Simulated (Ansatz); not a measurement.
**TaCuN2 (R-3m): the cell at rest**

Aim: bring TaCuN2 (R-3m) to small forces and stress, as phonons need.

Program: Ansatz 0.2.0. Level of theory: DFT PBEsol, scalar-relativistic, plane waves, PAW. Results are calculated unless marked as measured.

## 1. Starting point

It takes space group R-3m (No. 166, trigonal). The conventional cell has a = 3.136 Å, b = 3.136 Å, c = 17.438 Å, α = 90.00°, β = 90.00°, γ = 120.00°. Nearest to Ta lie 6 N at 1.99 Å. Nearest to Cu lie 2 N at 2.08 Å. Nearest to N lie 3 Ta at 1.99 Å and 1 Cu at 2.08 Å. Farther neighbours and most contacts between anions are not listed.

Coordinates:

```cif
data_structure
_symmetry_space_group_name_H-M 'R-3m:H'
_symmetry_Int_Tables_number 166
_cell_length_a 3.1360
_cell_length_b 3.1360
_cell_length_c 17.4380
_cell_angle_alpha 90.000
_cell_angle_beta 90.000
_cell_angle_gamma 120.000
_cell_volume 148.52
loop_
_atom_site_label
_atom_site_type_symbol
_atom_site_symmetry_multiplicity
_atom_site_Wyckoff_symbol
_atom_site_fract_x
_atom_site_fract_y
_atom_site_fract_z
_atom_site_occupancy
Ta1 Ta 3 b 0.66667 0.33333 0.83333 1
Cu1 Cu 3 a 0.00000 0.00000 0.00000 1
N1 N 6 c 0.33333 0.66667 0.78567 1
```

## 2. Probe on a coarse mesh

A quick single point on a coarse mesh tells whether the cell has a gap and how far it is from rest, which sets the k mesh and smearing that follow.

input.yaml

```yaml
crystal:
  lattice:
    - [1.568, 0.9052852221, 5.8126666667]
    - [-1.568, 0.9052852221, 5.8126666667]
    - [0.0, -1.8105704442, 5.8126666667]
  atoms:
    - { symbol: Ta, position: [0.5, 0.5, 0.5] }
    - { symbol: Cu, position: [0.0, 0.0, 0.0] }
    - { symbol: "N", position: [0.119, 0.119, 0.119] }
    - { symbol: "N", position: [0.881, 0.881, 0.881] }
kpoints:
  mp_grid: { grid: [6, 6, 6] }
hamiltonian:
  xc: pbesol
scf:
  occupations: { method: gaussian, width: 0.1 }
output:
  forces: true
  stress: true
  eigenvalues: true
```

Started as:

```console
$ ansatz run input.yaml --threads 4 --pin off --max-ram 7168MiB --backend cpu --events-out ev --progress --plain --runs-dir out
```

Numbers of over 12 decimals in the logs are rounded to 6 here.

Log:

```text
[...]
k-point 0: bands = [... 17 lower, 11.0385, 11.0385, 12.2501, 12.2501, 14.0644, 14.3304, 14.3304, 17.1514, ... 1 higher]
  k-point 1: bands = [... 17 lower, 10.9754, 11.0395, 11.3041, 11.3546, 14.2930, 15.1267, 15.5493, 17.2554, ... 1 higher]
  k-point 2: bands = [... 17 lower, 11.1121, 11.1665, 11.3268, 12.0350, 14.8582, 15.6158, 16.3306, 16.3951, ... 1 higher]
  k-point 31: bands = [... 17 lower, 10.8143, 10.8143, 12.7042, 12.7042, 14.2916, 14.2916, 15.3456, 16.7734, ... 1 higher]
[key lines of the parts left out:]
SCF converged after 6 iterations
Free energy (F): -17153.127690 eV
Fermi energy:    13.146432 eV
P = ⅓ Tr σ = 17.6317 GPa (176.317 kbar)
```

The job ended after 2.7 s (4 threads of Arm Neoverse N1, shared host; peak memory 0.36 GiB).

Numbers from this step:

```yaml
pressure: 17.63 GPa
gap_on_the_k_mesh: 0.8965 eV
volume_per_atom: 12.38 Å³
direct_gap_on_mesh: 1.413 eV
```

The coarse mesh shows a gap of 0.90 eV and a pressure of 17.6 GPa.

## 3. Coarse relaxation

The start is far from rest, so a relaxation with loose tolerances brings it close first.

Changes to input.yaml since step 2:

```diff
@@ -11,3 +11,3 @@
 kpoints:
-  mp_grid: { grid: [6, 6, 6] }
+  mp_grid: { grid: [9, 9, 9] }
 hamiltonian:
@@ -20 +20,6 @@
   eigenvalues: true
+relax:
+  adjacent_minimum: "off"
+  f_tol: 0.05
+  max_steps: 80
+  cell: { stress_tol: 0.5 }
```

Log:

```text
[...]
Crystal: 4 atoms, lattice volume = 49.506 Å³
Basis set: ecut = 420 eV, 973 PW (Γ), FFT grids on a1−a3, a2−a3, a3, exchange–correlation on 48×48×90 points (8 copies of the dense FFT grid, shifted against one another)
Bands: 26, of which v1, the nominal top of the filled ones, is band 21 counted from 1 (20 counted from 0)
Symmetry: 12 space group operations
[...]
F+E_penalty+E_count = -17154.66733245 eV   max|allowed force component| = 2.598e-3 eV/Å   (the final SCF, on the basis selected at the relaxed cell)
  cell:  # Å, volume = 48.7948 Å³
    - [1.560627, 0.901028, 5.783419]
    - [-1.560627, 0.901028, 5.783419]
    - [0, -1.802057, 5.783419]
  atoms:
    - { symbol: Ta, position: [0.5, 0.5, 0.5] }
    - { symbol: Cu, position: [0, 0, 0] }
    - { symbol: N, position: [0.105569, 0.105569, 0.105569] }
    - { symbol: N, position: [0.894431, 0.894431, 0.894431] }
[key lines of the parts left out:]
SCF converged after 6 iterations
Free energy (F): -17154.667332 eV
Fermi energy:    13.330900 eV
P = ⅓ Tr σ = -0.0697 GPa (-0.697 kbar)
```

The job ended after 29 s (4 threads; peak memory 0.43 GiB).

Step by step:

| step | energy less that of the first step (eV) | largest force component (eV/Å) | pressure (GPa) | volume (Å³) |
| --- | --- | --- | --- | --- |
| 1 | 0.0000 | 6.4078 | 17.57 | 49.51 |
| 2 | -1.3613 | 1.0541 | -6.03 | 50.59 |
| 3 | -1.5236 | 0.3570 | 2.00 | 48.33 |
| 4 | -1.5295 | 0.1144 | -0.68 | 48.97 |
| 5 | -1.5309 | 0.0025 | -0.01 | 48.79 |
| 6* | -1.5292 | 0.0026 | -0.07 | 48.79 |

Relaxation steps marked * repeat the geometry before them on a plane-wave basis chosen anew for their cell, so energy and pressure can jump there.

The run keeps the 12 symmetry operations that it works with, so distortions that break them were not tested.

| conventional cell, symmetrised | before | after | change |
| --- | --- | --- | --- |
| a (Å) | 3.136 | 3.121 | -0.5 % |
| b (Å) | 3.136 | 3.121 | -0.5 % |
| c (Å) | 17.438 | 17.350 | -0.5 % |
| volume (Å³/atom) | 12.38 | 12.20 | -1.4 % |

The atoms that moved most (Å, as changes of fractional coordinates times the final cell):

| atom | dx | dy | dz | length |
| --- | --- | --- | --- | --- |
| N3 | 0.000 | 0.000 | -0.233 | 0.233 |
| N4 | 0.000 | 0.000 | 0.233 | 0.233 |

The relaxed structure:

```
Ta Cu N
1.0
     1.56063    0.90103    5.78342
    -1.56063    0.90103    5.78342
     0.00000   -1.80206    5.78342
Ta Cu N
1 1 2
Direct
  0.50000 0.50000 0.50000
  0.00000 0.00000 0.00000
  0.10557 0.10557 0.10557
  0.89443 0.89443 0.89443
```

This step gave:

```yaml
pressure: -0.06968 GPa
volume_per_atom: 12.20 Å³
gap_on_the_k_mesh: 0.4470 eV
direct_gap_on_mesh: 0.8912 eV
```

In this step the volume went from 12.38 to 12.20 Å³/atom.

## 4. Relaxation

The cell and atoms are relaxed, since residual forces and stress would shift the frequencies.

input.yaml

```yaml
crystal:
  lattice:
    - [1.5606269726, 0.9010284027, 5.7834191744]
    - [-1.5606269726, 0.9010284027, 5.7834191744]
    - [0.0, -1.8020568055, 5.7834191744]
  atoms:
    - { symbol: Ta, position: [0.5, 0.5, 0.5] }
    - { symbol: Cu, position: [0.0, 0.0, 0.0] }
    - { symbol: "N", position: [0.105568636, 0.105568636, 0.105568636] }
    - { symbol: "N", position: [0.894431364, 0.894431364, 0.894431364] }
kpoints:
  mp_grid: { grid: [12, 12, 12] }
hamiltonian:
  xc: pbesol
scf:
  occupations: { method: gaussian, width: 0.02 }
output:
  forces: true
  stress: true
  eigenvalues: true
relax:
  adjacent_minimum: "off"
  f_tol: 0.005
  max_steps: 80
  cell: { stress_tol: 0.05 }
```

Log:

```text
[...]
Crystal: 4 atoms, lattice volume = 48.795 Å³
Basis set: ecut = 420 eV, 955 PW (Γ), FFT grids on a1−a3, a2−a3, a3, exchange–correlation on 48×48×90 points (8 copies of the dense FFT grid, shifted against one another)
Bands: 26, of which v1, the nominal top of the filled ones, is band 21 counted from 1 (20 counted from 0)
[... 1 set-up line as in the run before ...]
[...]
k-points: 189 of 1728
[...]
SCF iter   1: F=—  HF=-17154.688859 eV  |F-HF|=—  |Δ(HF+E_count)|=         —  Δρ=1.54e-2  dr2=1.01e-1  ethr=1.77e-3  ⟨swp⟩=6.0  Hψ=20213  notcnv=0
[...]
SCF iter   6: F=-17154.668402 eV  HF=-17154.668402 eV  |F-HF|=2.80e-8  |Δ(HF+E_count)|=   2.10e-7  Δρ=9.05e-6  dr2=4.84e-8  ethr=2.38e-10  ⟨swp⟩=9.0  Hψ=22505  notcnv=0
SCF 1 converged in 6 iterations: F = -17154.668402 eV  dr2 = 4.84e-8
[...]
relax step   1: F+E_penalty+E_count = -17154.66840194 eV  Δ(F+E_penalty+E_count) = +0.000e0 eV  max|allowed force component| = 5.587e-3 eV/Å  Δτ_max = 0.0000 Å  P = -0.072 GPa  Ω = 48.795 Å³  (6 SCF iters, dr2 threshold 1.00e-7 eV, accepted)
Crystal: 4 atoms, lattice volume = 48.791 Å³
[...]
SCF iter   6: F=-17154.668419 eV  HF=-17154.668419 eV  |F-HF|=3.64e-12  |Δ(HF+E_count)|=  3.64e-11  Δρ=7.94e-8  dr2=2.24e-12  ethr=1.00e-12  ⟨swp⟩=1.3  Hψ=10668  notcnv=0
SCF 2 converged in 6 iterations: F = -17154.668419 eV  dr2 = 2.24e-12
relax step   2: F+E_penalty+E_count = -17154.66841881 eV  Δ(F+E_penalty+E_count) = -1.687e-5 eV  max|allowed force component| = 1.007e-2 eV/Å  Δτ_max = 0.0003 Å  P = -0.032 GPa  Ω = 48.791 Å³  energy of the carried Pulay correction = +9.243e-6 eV  (6 SCF iters, dr2 threshold 9.84e-8 eV, accepted)
Crystal: 4 atoms, lattice volume = 48.781 Å³
[...]
SCF iter   6: F=-17154.668451 eV  HF=-17154.668451 eV  |F-HF|=3.64e-12  |Δ(HF+E_count)|=  4.73e-11  Δρ=8.70e-8  dr2=1.37e-12  ethr=1.00e-12  ⟨swp⟩=1.4  Hψ=10766  notcnv=0
SCF 3 converged in 6 iterations: F = -17154.668451 eV  dr2 = 1.37e-12
relax step   3: F+E_penalty+E_count = -17154.66845120 eV  Δ(F+E_penalty+E_count) = -3.239e-5 eV  max|allowed force component| = 2.699e-3 eV/Å  Δτ_max = 0.0003 Å  P = +0.005 GPa  Ω = 48.781 Å³  energy of the carried Pulay correction = +3.729e-5 eV  (6 SCF iters, dr2 threshold 1.10e-8 eV, accepted)
[...]
SCF iter   1: F=—  HF=-17154.668410 eV  |F-HF|=—  |Δ(HF+E_count)|=         —  Δρ=3.36e-6  dr2=1.94e-9  ethr=1.06e-7  ⟨swp⟩=3.3  Hψ=33135  notcnv=0
eigensolver tolerance schedule: the retry pair's looser diagonalisation over-reported the residual by 22959.57 of it (diagonalisation noise at 3.62 of the residual, at the tolerance the schedule requests for it); recorded, not acted on — ethr = c·dr2/N_el stays at c = 1.0e-1
SCF iter   2: F=—  HF=-17154.668406 eV  |F-HF|=—  |Δ(HF+E_count)|=   3.81e-6  Δρ=1.71e-6  dr2=8.22e-10  ethr=4.61e-12  ⟨swp⟩=3.7  Hψ=11450  notcnv=0
[...]
SCF iter   6: F=-17154.668406 eV  HF=-17154.668406 eV  |F-HF|=0.00e0  |Δ(HF+E_count)|=  7.28e-12  Δρ=5.00e-8  dr2=1.07e-12  ethr=1.00e-12  ⟨swp⟩=2.9  Hψ=14452  notcnv=0
SCF 4 converged in 6 iterations: F = -17154.668406 eV  dr2 = 1.07e-12
relax step   4: F+E_penalty+E_count = -17154.66840643 eV  Δ(F+E_penalty+E_count) = +4.477e-5 eV  max|allowed force component| = 2.714e-3 eV/Å  Δτ_max = 0.0000 Å  P = +0.004 GPa  Ω = 48.781 Å³  stress off target by 2.49e-2 GPa  SCF on the basis re-selected at this cell (its energy is not comparable with the rows above)  (6 SCF iters)
[...]
SCF converged after 6 iterations
Free energy (F): -17154.668406 eV
[...]
Internal energy: -17154.668406 eV  (E = F + TS)
E sigma→0 (E₀):  -17154.668406 eV
Fermi energy:    13.329704 eV
[...]
--- Forces (eV/Å), atoms counted from 1 ---
  atom   1  Ta     0.00000000     0.00000000    -0.00000000
  atom   2  Cu    -0.00000000     0.00000000     0.00000000
  atom   3  N     -0.00000000     0.00000000    -0.00271385
  atom   4  N      0.00000000    -0.00000000     0.00271385
  max |Σ_I F_I| component: 1.97e-31 eV/Å
--- Stress (GPa, compression-positive) ---
        0.018356       0.000000       0.000000
        0.000000       0.018356       0.000000
        0.000000       0.000000      -0.024948
  P = ⅓ Tr σ = 0.0039 GPa (0.039 kbar)
--- Band table (eV; the first three rows and the last of 189) ---
  k-point 0: bands = [... 17 lower, 11.2846, 11.2846, 12.0757, 12.0757, 14.3748, 14.3748, 14.6337, 17.5226, ... 1 higher]
  k-point 1: bands = [... 17 lower, 11.2557, 11.3585, 11.6336, 11.8390, 14.5147, 14.7124, 14.7274, 17.6644, ... 1 higher]
  k-point 2: bands = [... 17 lower, 11.2143, 11.2545, 11.6523, 11.7250, 14.5867, 14.9874, 15.4207, 17.9155, ... 1 higher]
  k-point 188: bands = [... 17 lower, 11.1308, 11.1308, 13.1427, 13.1427, 14.3066, 14.3066, 16.0738, 17.8472, ... 1 higher]
--- Relaxed structure (3 steps of the walk, 3 accepted, 1 SCFs on fresh bases) ---
[...]
cell:  # Å, volume = 48.7810 Å³
    - [1.560706, 0.901074, 5.781200]
    - [-1.560706, 0.901074, 5.781200]
    - [0, -1.802148, 5.781200]
  atoms:
    - { symbol: Ta, position: [0.5, 0.5, 0.500000] }
    - { symbol: Cu, position: [0, 0, 0] }
    - { symbol: N, position: [0.105569, 0.105569, 0.105569] }
    - { symbol: N, position: [0.894431, 0.894431, 0.894431] }
```

Elapsed: 35 s, on 4 threads; peak memory 0.52 GiB; 94 s of CPU time.

Little changed from the start: no atom moved by 0.005 Å and no cell edge by 0.1 %.

This step gave:

```yaml
pressure: 0.003921 GPa
gap_on_the_k_mesh: 0.3744 eV
direct_gap_on_mesh: 0.7614 eV
```

In this step the volume went from 12.20 to 12.20 Å³/atom.

## 5. Tight relaxation

Phonons need a cell at rest on their own settings, so the relaxation is repeated with tight tolerances on forces and stress on the k mesh and occupations of the first response run.

input.yaml

```yaml
crystal:
  lattice:
    - [1.5607063351, 0.9010742227, 5.7811999678]
    - [-1.5607063351, 0.9010742227, 5.7811999678]
    - [0.0, -1.8021484454, 5.7811999678]
  atoms:
    - { symbol: Ta, position: [0.5, 0.5, 0.5] }
    - { symbol: Cu, position: [0.0, 0.0, 0.0] }
    - { symbol: "N", position: [0.1055692968, 0.1055692968, 0.1055692968] }
    - { symbol: "N", position: [0.8944307032, 0.8944307032, 0.8944307032] }
kpoints:
  mp_grid: { grid: [12, 12, 12] }
hamiltonian:
  xc: pbesol
scf:
  occupations: { method: fixed }
output:
  forces: true
  stress: true
  eigenvalues: true
relax:
  adjacent_minimum: "off"
  f_tol: 0.001
  max_steps: 60
  cell: { stress_tol: 0.01 }
```

Log:

```text
[...]
Crystal: 4 atoms, lattice volume = 48.781 Å³
Basis set: ecut = 420 eV, 955 PW (Γ), FFT grids on a1−a3, a2−a3, a3, exchange–correlation on 48×48×90 points (8 copies of the dense FFT grid, shifted against one another)
Bands: 26, of which v1, the nominal top of the filled ones, is band 21 counted from 1 (20 counted from 0)
[... 1 set-up line as in the run before ...]
[...]
--- Relaxed structure (4 steps of the walk, 4 accepted, 2 SCFs on fresh bases) ---
[...]
cell:  # Å, volume = 48.7832 Å³
    - [1.560811, 0.901134, 5.780686]
    - [-1.560811, 0.901134, 5.780686]
    - [0, -1.802269, 5.780686]
  atoms:
    - { symbol: Ta, position: [0.5, 0.5, 0.5] }
    - { symbol: Cu, position: [0, 0, 0] }
    - { symbol: N, position: [0.105569, 0.105569, 0.105569] }
    - { symbol: N, position: [0.894431, 0.894431, 0.894431] }
[key lines of the parts left out:]
SCF converged after 7 iterations
Free energy (F): -17154.668403 eV
Fermi energy:    13.142378 eV
P = ⅓ Tr σ = -0.0029 GPa (-0.029 kbar)
```

It took 51 s on 4 threads; peak memory 0.52 GiB; 2.4 min of CPU time.

Little changed from the start: no atom moved by 0.005 Å and no cell edge by 0.1 %.

This step gave:

- pressure: -0.002907 GPa
- direct gap on mesh: 0.7617 eV

The largest force component left is 0.54 meV/Å and the pressure is -0.003 GPa, within the tolerances set. The cell now holds 12.20 Å³/atom.

## 6. Outcome

```yaml
space_group_after_relaxation_within_0p01_a: R-3m
lattice_constant_a: 3.122 Å
lattice_constant_b: 3.122 Å
lattice_constant_c: 17.342 Å
volume_per_atom: 12.2 Å³
gap_on_the_k_mesh: 0.374 eV
```

The largest force component left is 0.54 meV/Å and the pressure is -0.003 GPa, within the tolerances set. The cell now holds 12.20 Å³/atom. The relaxation keeps the symmetry of its start, so it says nothing on stability against lower symmetry. Spin-orbit coupling is left out, which can matter for the heavy elements here.

[Logs are printed without paths, hosts, clocks, repeated set-up lines and the standing remarks that a program may print on its own settings, such as how far it seeks lower states.]

[Hosts, paths, dates, database ids (printed as entryN), source tags and the programs' standing remarks are cut or masked in the printed files.]
